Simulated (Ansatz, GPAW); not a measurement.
## A 8-layer slab of Pt(100): converging a work function

How do cutoff, mesh, smearing and the dipole layer change the work function of a 8-layer slab of Pt(100)?

Main program and level: GPAW 26.7.0 and Ansatz 0.2.0; Ansatz plane waves; slab in vacuum with a dipole correction, relaxation, in the first sound run; inputs show where later runs differ.

## (1) The starting structure

The cell holds 8 atoms: 8 Pt. Its edges and angles: a = 2.772 Å, b = 2.772 Å, c = 31.720 Å, α = 90.0°, β = 90.0°, γ = 90.0°. Vacuum lies along c.

## (2) Relaxing the atoms

Forces are removed first; all later runs use this geometry. The lowest 4 atoms are held at bulk positions and keep their forces.

Contents of input.yaml:

```yaml
crystal:
  lattice:
    - [2.7718585823, 0.0, 0.0]
    - [0.0, 2.7718585823, 0.0]
    - [0.0, 0.0, 31.72]
  atoms:
    - { symbol: Pt, position: [0.5, 0.5, 0.2837326608] }
    - { symbol: Pt, position: [0.0, 0.0, 0.3455233291] }
    - { symbol: Pt, position: [0.5, 0.5, 0.4073139975] }
    - { symbol: Pt, position: [0.0, 0.0, 0.4691046658] }
    - { symbol: Pt, position: [0.5, 0.5, 0.5308953342] }
    - { symbol: Pt, position: [0.0, 0.0, 0.5926860025] }
    - { symbol: Pt, position: [0.5, 0.5, 0.6544766709] }
    - { symbol: Pt, position: [0.0, 0.0, 0.7162673392] }
kpoints:
  mp_grid: { grid: [11, 11, 1] }
hamiltonian:
  xc: pbe
scf:
  occupations: { method: fermi_dirac, width: 0.1 }
efield:
  axis: 3
  dipole_correction: true
  ramp_width: 0.05
relax:
  f_tol: 0.02
  max_steps: 60
  constraints: [{ sites: [0, 1, 2, 3] }]
output:
  write_potential: true
  write_density: true
  volumetric_format: npy
```

The run is started by

```sh
ansatz run input.yaml --threads 4 --pin off --max-ram 8192MiB --backend cpu --events-out ev --progress --plain --runs-dir out
```

Numbers of over 12 decimals in the logs are rounded to 6 here.

Log:

```text
Engine: ansatz 0.2.0, aarch64-unknown-linux-gnu
Pseudopotentials: kind: paw
Pseudopotential: Pt, paw, valence charge 18, recommended cutoff 420 eV (normal), Pt.paw.azcp
Functional definition: PBE
  parameter kappa = 0.804
  parameter beta = 0.066725
  exchange = pbe_x(kappa = kappa, mu = beta*pi^2/3)
  correlation = pbe_c(beta = beta)
Crystal: 8 atoms, lattice volume = 243.711 Å³
Basis set: ecut = 420 eV, 4847 PW (Γ), exchange–correlation on 40×40×432 points (8 copies of the dense FFT grid, shifted against one another)
Bands: 87, of which v1, the nominal top of the filled ones, is band 72 counted from 1 (71 counted from 0)
Symmetry: 8 space group operations
k-points: 21 of 121
Non-local potential: Pt, projectors of the file, l = 0: 3, l = 1: 2, l = 2: 2, l = 3: 1
PAW form: soft (Blöchl's): semilocal exchange-correlation on the pseudo side does not see the compensation charge
PAW one-centre angular grid: Pt, 590 points (default); XC on 64 Gauss nodes
Initial density: superposition of atomic densities (neutral atoms: chi_scale 0, normalization atom), corrected by the library's trained network
Initial wavefunctions: pseudopotential atomic-orbital guess
Functional: x = pbe(κ = 0.804, μ = 0.219515), c = pbe(β = 0.066725)
SCF iter   1: F=—  HF=-100182.711512 eV  |F-HF|=—  |Δ(HF+E_count)|=         —  Δρ=1.95e-2  dr2=2.08e1  ethr=1.77e-3  p=0.000 e·Å  D=4.90e-13 V/Å  ΔV_dip=-0.00 eV  dr2_dipole=2.43e-6  V_vac-E_F(+/−)=5.03/5.03 eV  ⟨swp⟩=7.7  Hψ=7732  notcnv=0  defer=29
efield: sawtooth ramp at fractional position 0.9750 (placed from the atoms, in the widest stretch of the axis that holds none; the zero of the levels goes with the place), width 0.0500; the density the first Hamiltonian is built on has a dipole p = 0.000 e·Å; the dipole correction subtracts the counter field D = 4.90e-13 V/Å, which shifts the + side's vacuum level by -0.00 eV against the − side's; the planar-averaged density in the ramp window peaks in size at 7.7e-6 e/Å³
preconditioner: auto → LDOS  [metal: Δε(μ)=0.036 eV  Ē_g=7.787 eV  σ=0.100 eV  W_gap=0.09  n_scr=68 (ndim 8)  ℏωp=21.3 eV  f_vac=0.466  D(μ)=13.60/eV (n_scr^D=124)  β→1.0]
SCF iter   2: F=—  HF=-100182.517457 eV  |F-HF|=—  |Δ(HF+E_count)|=   1.94e-1  Δρ=5.14e-3  dr2=3.08e-1  ethr=1.77e-3  p=0.000 e·Å  D=5.72e-7 V/Å  ΔV_dip=-0.00 eV  dr2_dipole=6.38e-6  V_vac-E_F(+/−)=5.78/5.78 eV  ⟨swp⟩=2.0  Hψ=2190  notcnv=0  defer=66
SCF iter   3: F=—  HF=-100182.518646 eV  |F-HF|=—  |Δ(HF+E_count)|=   1.19e-3  Δρ=2.93e-3  dr2=9.10e-2  ethr=2.14e-4  p=0.000 e·Å  D=7.00e-6 V/Å  ΔV_dip=-0.00 eV  dr2_dipole=1.26e-8  V_vac-E_F(+/−)=5.55/5.55 eV  ⟨swp⟩=2.0  Hψ=2659  notcnv=0  defer=75
SCF iter   4: F=—  HF=-100182.507821 eV  |F-HF|=—  |Δ(HF+E_count)|=   1.08e-2  Δρ=7.50e-4  dr2=4.21e-3  ethr=6.32e-5  p=0.000 e·Å  D=2.84e-6 V/Å  ΔV_dip=-0.00 eV  dr2_dipole=8.28e-8  V_vac-E_F(+/−)=5.70/5.70 eV  ⟨swp⟩=2.0  Hψ=2643  notcnv=0  defer=75
SCF iter   5: F=—  HF=-100182.507509 eV  |F-HF|=—  |Δ(HF+E_count)|=   3.11e-4  Δρ=4.26e-4  dr2=1.42e-3  ethr=2.92e-6  p=0.000 e·Å  D=1.66e-6 V/Å  ΔV_dip=-0.00 eV  dr2_dipole=1.20e-9  V_vac-E_F(+/−)=5.68/5.68 eV  ⟨swp⟩=2.4  Hψ=2801  notcnv=0  defer=65
SCF iter   6: F=—  HF=-100182.507449 eV  |F-HF|=—  |Δ(HF+E_count)|=   6.03e-5  Δρ=1.96e-4  dr2=4.51e-4  ethr=9.83e-7  p=0.000 e·Å  D=2.54e-7 V/Å  ΔV_dip=-0.00 eV  dr2_dipole=1.62e-9  V_vac-E_F(+/−)=5.68/5.68 eV  ⟨swp⟩=1.6  Hψ=1856  notcnv=0  defer=65
SCF iter   7: F=—  HF=-100182.507427 eV  |F-HF|=—  |Δ(HF+E_count)|=   2.26e-5  Δρ=5.87e-5  dr2=1.90e-5  ethr=3.13e-7  p=-0.000 e·Å  D=-4.73e-7 V/Å  ΔV_dip=0.00 eV  dr2_dipole=1.35e-9  V_vac-E_F(+/−)=5.68/5.68 eV  ⟨swp⟩=1.3  Hψ=1816  notcnv=0  defer=65
SCF iter   8: F=-100182.507426 eV  HF=-100182.507432 eV  |F-HF|=6.58e-6  |Δ(HF+E_count)|=   5.69e-6  Δρ=2.20e-5  dr2=7.80e-6  ethr=6.94e-9  p=-0.000 e·Å  D=-2.75e-7 V/Å  ΔV_dip=0.00 eV  dr2_dipole=2.41e-11  V_vac-E_F(+/−)=5.68/5.68 eV  ⟨swp⟩=13.0  Hψ=17069  notcnv=0
SCF 1 converged in 8 iterations: F = -100182.507426 eV  dr2 = 7.80e-6
  greatest PAW one-centre occupation: 1.000 electrons in one spin orbital (limit 2), on the Pt atom at site 5 (counted from 0), in its partial waves of l = 0
relax step   1: F+E_penalty+E_count = -100182.50742567 eV  Δ(F+E_penalty+E_count) = +0.000e0 eV  max|allowed force component| = 3.256e-1 eV/Å  Δτ_max = 0.0000 Å  (8 SCF iters, dr2 threshold 1.00e-5 eV, accepted)
Initial density: handed on by an earlier stage of this run
Initial wavefunctions: those handed on with the density
iter 1 solved again at ethr=2.98e-4 eV; its pass at ethr=3.10e-3 eV (dr2=4.29e-1 eV) is discarded
SCF iter   1: F=—  HF=-100182.600438 eV  |F-HF|=—  |Δ(HF+E_count)|=         —  Δρ=1.28e-2  dr2=4.28e-1  ethr=2.98e-4  p=-0.000 e·Å  D=-2.44e-7 V/Å  ΔV_dip=0.00 eV  dr2_dipole=9.36e-3  V_vac-E_F(+/−)=5.69/5.69 eV  ⟨swp⟩=1.3  Hψ=7412  notcnv=0  defer=44
efield: sawtooth ramp at fractional position 0.9750 (handed on by an earlier solve), width 0.0500; the density the first Hamiltonian is built on has a dipole p = -0.000 e·Å; the dipole correction subtracts the counter field D = -2.44e-7 V/Å, which shifts the + side's vacuum level by +0.00 eV against the − side's; the planar-averaged density in the ramp window peaks in size at 1.3e-6 e/Å³
preconditioner: auto → LDOS  [metal: Δε(μ)=0.012 eV  Ē_g=7.827 eV  σ=0.100 eV  W_gap=0.03  n_scr=68 (ndim 8)  ℏωp=21.3 eV  f_vac=0.461  D(μ)=14.86/eV (n_scr^D=168)  β→1.0]
SCF iter   2: F=—  HF=-100182.583684 eV  |F-HF|=—  |Δ(HF+E_count)|=   1.68e-2  Δρ=5.37e-3  dr2=1.75e-1  ethr=2.98e-4  p=0.007 e·Å  D=4.88e-3 V/Å  ΔV_dip=-0.15 eV  dr2_dipole=1.48e-3  V_vac-E_F(+/−)=5.52/5.68 eV  ⟨swp⟩=2.0  Hψ=3154  notcnv=0  defer=44
SCF iter   3: F=—  HF=-100182.553900 eV  |F-HF|=—  |Δ(HF+E_count)|=   2.98e-2  Δρ=1.84e-3  dr2=1.78e-2  ethr=1.21e-4  p=-0.002 e·Å  D=-1.36e-3 V/Å  ΔV_dip=0.04 eV  dr2_dipole=2.10e-5  V_vac-E_F(+/−)=5.73/5.68 eV  ⟨swp⟩=2.2  Hψ=3002  notcnv=0  defer=44
SCF iter   4: F=—  HF=-100182.551796 eV  |F-HF|=—  |Δ(HF+E_count)|=   2.10e-3  Δρ=6.64e-4  dr2=5.36e-3  ethr=1.24e-5  p=0.000 e·Å  D=4.31e-5 V/Å  ΔV_dip=-0.00 eV  dr2_dipole=7.17e-5  V_vac-E_F(+/−)=5.68/5.68 eV  ⟨swp⟩=2.7  Hψ=2929  notcnv=0  defer=44
SCF iter   5: F=—  HF=-100182.551546 eV  |F-HF|=—  |Δ(HF+E_count)|=   2.50e-4  Δρ=4.25e-4  dr2=1.49e-3  ethr=3.72e-6  p=-0.000 e·Å  D=-1.58e-4 V/Å  ΔV_dip=0.01 eV  dr2_dipole=4.80e-5  V_vac-E_F(+/−)=5.69/5.68 eV  ⟨swp⟩=1.3  Hψ=1968  notcnv=0  defer=85
[...]
SCF iter   1: F=—  HF=-100182.552518 eV  |F-HF|=—  |Δ(HF+E_count)|=         —  Δρ=6.50e-4  dr2=9.83e-3  ethr=2.79e-6  p=-0.000 e·Å  D=-2.32e-4 V/Å  ΔV_dip=0.01 eV  dr2_dipole=4.80e-3  V_vac-E_F(+/−)=5.69/5.68 eV  ⟨swp⟩=3.0  Hψ=3435  notcnv=0  defer=85
efield: sawtooth ramp at fractional position 0.9750 (handed on by an earlier solve), width 0.0500; the density the first Hamiltonian is built on has a dipole p = -0.000 e·Å; the dipole correction subtracts the counter field D = -2.32e-4 V/Å, which shifts the + side's vacuum level by +0.01 eV against the − side's; the planar-averaged density in the ramp window peaks in size at 1.1e-6 e/Å³
preconditioner: auto → LDOS  [metal: Δε(μ)=0.020 eV  Ē_g=7.794 eV  σ=0.100 eV  W_gap=0.05  n_scr=68 (ndim 8)  ℏωp=21.3 eV  f_vac=0.461  D(μ)=14.96/eV (n_scr^D=168)  β→1.0]
SCF iter   2: F=—  HF=-100182.552384 eV  |F-HF|=—  |Δ(HF+E_count)|=   1.34e-4  Δρ=1.77e-4  dr2=3.65e-4  ethr=2.79e-6  p=-0.000 e·Å  D=-2.05e-4 V/Å  ΔV_dip=0.01 eV  dr2_dipole=9.89e-5  V_vac-E_F(+/−)=5.69/5.68 eV  ⟨swp⟩=1.2  Hψ=2126  notcnv=0  defer=85
SCF iter   3: F=—  HF=-100182.552359 eV  |F-HF|=—  |Δ(HF+E_count)|=   2.43e-5  Δρ=1.14e-4  dr2=1.84e-4  ethr=2.53e-7  p=-0.000 e·Å  D=-3.64e-4 V/Å  ΔV_dip=0.01 eV  dr2_dipole=3.48e-6  V_vac-E_F(+/−)=5.69/5.68 eV  ⟨swp⟩=2.2  Hψ=2590  notcnv=0  defer=85
SCF iter   4: F=—  HF=-100182.552341 eV  |F-HF|=—  |Δ(HF+E_count)|=   1.85e-5  Δρ=4.68e-5  dr2=2.97e-5  ethr=1.28e-7  p=-0.000 e·Å  D=-2.67e-4 V/Å  ΔV_dip=0.01 eV  dr2_dipole=7.10e-8  V_vac-E_F(+/−)=5.69/5.68 eV  ⟨swp⟩=2.0  Hψ=2501  notcnv=0  defer=85
SCF iter   5: F=—  HF=-100182.552342 eV  |F-HF|=—  |Δ(HF+E_count)|=   6.29e-7  Δρ=1.95e-5  dr2=4.81e-6  ethr=2.06e-8  p=-0.000 e·Å  D=-2.82e-4 V/Å  ΔV_dip=0.01 eV  dr2_dipole=2.85e-9  V_vac-E_F(+/−)=5.69/5.68 eV  ⟨swp⟩=1.7  Hψ=2041  notcnv=0  defer=85
SCF iter   6: F=-100182.552341 eV  HF=-100182.552342 eV  |F-HF|=5.51e-7  |Δ(HF+E_count)|=   2.85e-8  Δρ=7.20e-6  dr2=6.36e-7  ethr=8.10e-10  p=-0.000 e·Å  D=-2.82e-4 V/Å  ΔV_dip=0.01 eV  dr2_dipole=2.59e-8  V_vac-E_F(+/−)=5.69/5.68 eV  ⟨swp⟩=11.4  Hψ=14670  notcnv=0
SCF 3 converged in 6 iterations: F = -100182.552341 eV  dr2 = 6.36e-7
relax step   3: F+E_penalty+E_count = -100182.55234109 eV  Δ(F+E_penalty+E_count) = -8.646e-4 eV  max|allowed force component| = 1.502e-2 eV/Å  Δτ_max = 0.0081 Å  (6 SCF iters, dr2 threshold 1.17e-6 eV, accepted)
iter 1 solved again at ethr=4.42e-10 eV; its pass at ethr=3.10e-3 eV (dr2=6.36e-7 eV) is discarded
SCF iter   1: F=—  HF=-100182.552345 eV  |F-HF|=—  |Δ(HF+E_count)|=         —  Δρ=7.22e-6  dr2=6.34e-7  ethr=4.42e-10  p=-0.000 e·Å  D=-2.82e-4 V/Å  ΔV_dip=0.01 eV  dr2_dipole=2.53e-8  V_vac-E_F(+/−)=5.69/5.68 eV  ⟨swp⟩=1.1  Hψ=4432  notcnv=0  defer=85
efield: sawtooth ramp at fractional position 0.9750 (handed on by an earlier solve), width 0.0500; the density the first Hamiltonian is built on has a dipole p = -0.000 e·Å; the dipole correction subtracts the counter field D = -2.82e-4 V/Å, which shifts the + side's vacuum level by +0.01 eV against the − side's; the planar-averaged density in the ramp window peaks in size at 1.1e-6 e/Å³
preconditioner: auto → LDOS  [metal: Δε(μ)=0.019 eV  Ē_g=7.795 eV  σ=0.100 eV  W_gap=0.05  n_scr=68 (ndim 8)  ℏωp=21.3 eV  f_vac=0.461  D(μ)=14.96/eV (n_scr^D=168)  β→1.0]
SCF iter   2: F=—  HF=-100182.552342 eV  |F-HF|=—  |Δ(HF+E_count)|=   3.70e-6  Δρ=4.01e-6  dr2=1.38e-7  ethr=4.40e-10  p=-0.000 e·Å  D=-2.82e-4 V/Å  ΔV_dip=0.01 eV  dr2_dipole=3.81e-10  V_vac-E_F(+/−)=5.69/5.68 eV  ⟨swp⟩=1.1  Hψ=1745  notcnv=0  defer=85
SCF iter   3: F=-100182.552342 eV  HF=-100182.552342 eV  |F-HF|=5.72e-8  |Δ(HF+E_count)|=   9.49e-9  Δρ=2.89e-6  dr2=7.39e-8  ethr=6.94e-11  p=-0.000 e·Å  D=-2.83e-4 V/Å  ΔV_dip=0.01 eV  dr2_dipole=3.25e-10  V_vac-E_F(+/−)=5.69/5.68 eV  ⟨swp⟩=10.9  Hψ=13425  notcnv=0
SCF 4 converged in 3 iterations: F = -100182.552342 eV  dr2 = 7.39e-8
relax step   4: F+E_penalty+E_count = -100182.55234164 eV  Δ(F+E_penalty+E_count) = -5.550e-7 eV  max|allowed force component| = 1.495e-2 eV/Å  Δτ_max = 0.0000 Å  (3 SCF iters, accepted)
NSCF: frozen V_eff on 21 k-points
the band table was solved once a step of the walk had ended and its energy, with any forces and stress, was formed, with the checks that follow a solve (9356 applications of the Hamiltonian). They found nothing against the state; the energy, forces and stress were not computed again (output.eigenvalues in the input reference)
WARN: The output density's exchange-correlation potential varies sharply where the density is thin. Do not read a vacuum level from v_tot or v_xc, or from such a field of the output density. On a cell that repeats whose density bears no net charge and no dipole along the vacuum's axis use v_es (v_loc + v_h of the components); under efield.dipole_correction with no amplitude use v_es + v_field, which holds any externa [...]
SCF converged after 3 iterations
Free energy (F): -100182.552342 eV
Harris-Foulkes:  -100182.552342 eV  (|F-HF|=5.72e-8)
Internal energy: -100182.082787 eV  (E = F + TS)
E sigma→0 (E₀):  -100182.317564 eV
Entropy (-TS):   -0.469555 eV (-58.694 meV/atom)
Fermi energy:    8.666763 eV
Dipole field:    D = -0.000305 V/Å  (p = -0.000411 e·Å, saw-weighted, corrected)
Work function:   Φ+ = 5.6908 eV   Φ− = 5.6812 eV
Levels:          The Fermi level and band energies are counted from a zero that moves with the ramp; work functions are not
--- Per-component energies (eV) ---
  E_band       = -3110.772829
  E_kinetic    = 5097.711295
  E_local      = -334421.727410  (includes V_loc(G=0)·N_el)
  E_nonlocal   = 1600.102143
  E_hartree    = 164670.107766
  E_xc         = -2091.531508
  E_vxc        = -2418.897247  (∫ρ·V_xc dr)
  E_paw        = -75632.213983  (= ΣΔE_a)
  E_vpaw       = -2308.214014  (= ΣTr[D̂ρ^β])
  E_aug_tail   = 0.001628  (compensation charges beyond the density's cutoff)
  E_efield     = 0.000000  (sawtooth field / dipole correction)
  E_vefield    = 0.003190  (∫n·V_field dr)
  E_ewald      = 140595.467283
  E_smearing   = -0.469555  (= −TS)
  E_closure    = -0.000000  (closes the sum)
  Σ components = -100182.552342   (vs F -100182.552342, Δ=0.00e0)
--- Forces (eV/Å), atoms counted from 1 ---
  atom   1  Pt    -0.00000000     0.00000000    -0.08490622
  atom   2  Pt    -0.00000000     0.00000000    -0.31076950
  atom   3  Pt     0.00000000     0.00000000    -0.05944390
  atom   4  Pt    -0.00000000     0.00000000     0.45144893
  atom   5  Pt    -0.00000000     0.00000000     0.00345742
  atom   6  Pt     0.00000000     0.00000000     0.00209787
  atom   7  Pt     0.00000000     0.00000000    -0.01494612
  atom   8  Pt     0.00000000     0.00000000     0.01305639
  max |Σ_I F_I| component: 5.13e-6 eV/Å
--- Band table (eV; the first three rows and the last of 21) ---
  k-point 0: bands = [... 68 lower, 8.1177, 8.1177, 8.2336, 8.2889, 8.5180, 8.7296, 8.7296, 8.7675, ... 11 higher]
  k-point 1: bands = [... 68 lower, 7.8135, 7.9924, 8.1504, 8.2535, 8.4230, 8.4596, 8.6336, 8.6509, ... 11 higher]
  k-point 2: bands = [... 68 lower, 7.5964, 7.7577, 8.0724, 8.1120, 8.2562, 8.5175, 8.7711, 8.8999, ... 11 higher]
  k-point 20: bands = [... 68 lower, 9.0985, 9.1423, 9.5440, 9.5699, 10.6893, 11.8729, 11.9817, 13.0416, ... 11 higher]
--- Relaxed structure (4 steps of the walk, 4 accepted, 0 SCFs on fresh bases) ---
  F+E_penalty+E_count = -100182.55234164 eV   max|allowed force component| = 1.495e-2 eV/Å
  atoms:
    - { symbol: Pt, position: [0.5, 0.5, 0.2837326608] }
    - { symbol: Pt, position: [0.0, 0.0, 0.3455233291] }
    - { symbol: Pt, position: [0.5, 0.5, 0.4073139975] }
    - { symbol: Pt, position: [0.0, 0.0, 0.4691046658] }
    - { symbol: Pt, position: [0.5, 0.5, 0.533105] }
    - { symbol: Pt, position: [0, 0.0, 0.596900] }
    - { symbol: Pt, position: [0.5, 0.5, 0.660349] }
    - { symbol: Pt, position: [0, 0.0, 0.722300] }
```

Wall time 42 s (4 threads of Arm Neoverse V1, shared host); peak memory 0.87 GiB.

Step by step:

```tsv
step	energy less that of the first step (eV)	largest force component (eV/Å)
1	0.0000	0.3256
2	-0.0440	0.1366
3	-0.0449	0.0150
4	-0.0449	0.0149
```

The run keeps the 8 symmetry operations that it works with, so distortions that break them were not tested.

The atoms that moved most (Å):

```tsv
atom	dx	dy	dz	length
Pt8	0.000	0.000	0.191	0.191
Pt7	0.000	0.000	0.186	0.186
Pt6	0.000	0.000	0.134	0.134
Pt5	0.000	0.000	0.070	0.070
```

Numbers from this step:

```yaml
free_energy: -100182.5523 eV
smearing_term_ts: 0.4696 eV
symmetry_operations: 8
upper_work_function: 5.691 eV
lower_work_function: 5.681 eV
dipole_along_the_normal: -4.11e-4 e·Å
dipole_field: -3.05e-4 V/Å
vacuum_level_above: 14.36 eV
vacuum_level_below: 14.35 eV
```

The electrostatic potential energy of an electron (with the applied field's), less the Fermi level, planar mean oscillates, so the rows of the table below give means over windows of 1.98 Å about each position, cut where the curve ends. Its maxima inside the range that stand out by 2 % of the span (Å: eV): 10.0: -2.73, 11.9: -3.18, 14.0: -3.18, 15.9: -2.14, 17.9: -2.14, 20.0: -2.36, 21.9: -2.79. Its minima: 9.0: -20.0, 11.0: -20.4, 12.9: -20.5, 14.8: -20.4, 16.9: -20.4, 18.9: -20.4, 21.0: -20.3, 22.9: -20.0.

The electrostatic potential energy of an electron (with the applied field's), less the Fermi level, planar mean by z; means over each step:

```tsv
z (Å)	electrostatic potential energy of an electron (with the applied field's), less the Fermi level, planar mean (eV)
0.99	5.68
2.97	5.68
4.95	5.68
6.93	5.09
8.91	-10.9
10.89	-12.1
12.87	-12.2
14.85	-12.0
16.83	-11.8
18.81	-11.9
20.79	-11.9
22.77	-11.4
24.75	4.51
26.73	5.69
28.71	5.69
30.69	5.69
```

The valence density, planar mean oscillates, so the rows of the table below give means over windows of 2.06 Å about each position, cut where the curve ends. Its maxima inside the range that stand out by 2 % of the span (Å: e/Å³): 9.0: 2.03, 11.0: 2.05, 12.9: 2.07, 14.8: 2.05, 16.9: 2.06, 18.9: 2.06, 21.0: 2.05, 22.9: 2.04. Its minima: 10.0: 0.444, 11.9: 0.449, 14.0: 0.451, 15.9: 0.400, 17.9: 0.402, 20.0: 0.411, 21.9: 0.445.

The valence density, planar mean by z; means over each step:

```tsv
z (Å)	valence density, planar mean (e/Å³)
5.15	1.8e-4
7.21	0.0705
9.27	1.15
11.33	1.18
13.39	1.19
15.45	1.16
17.51	1.16
19.57	1.17
21.63	1.21
23.69	0.800
25.75	0.00320
27.81	1.0e-5
```

The relaxation lowered the energy of the cell by 0.0449 eV.

(Part 1 of 3 ends here.)

[Logs are printed without paths, hosts, clocks, repeated set-up lines and the standing remarks that a program may print on its own settings, such as how far it seeks lower states.]

[Hosts, paths, dates, database ids (printed as entryN), source tags and the programs' standing remarks are cut or masked in the printed files.]
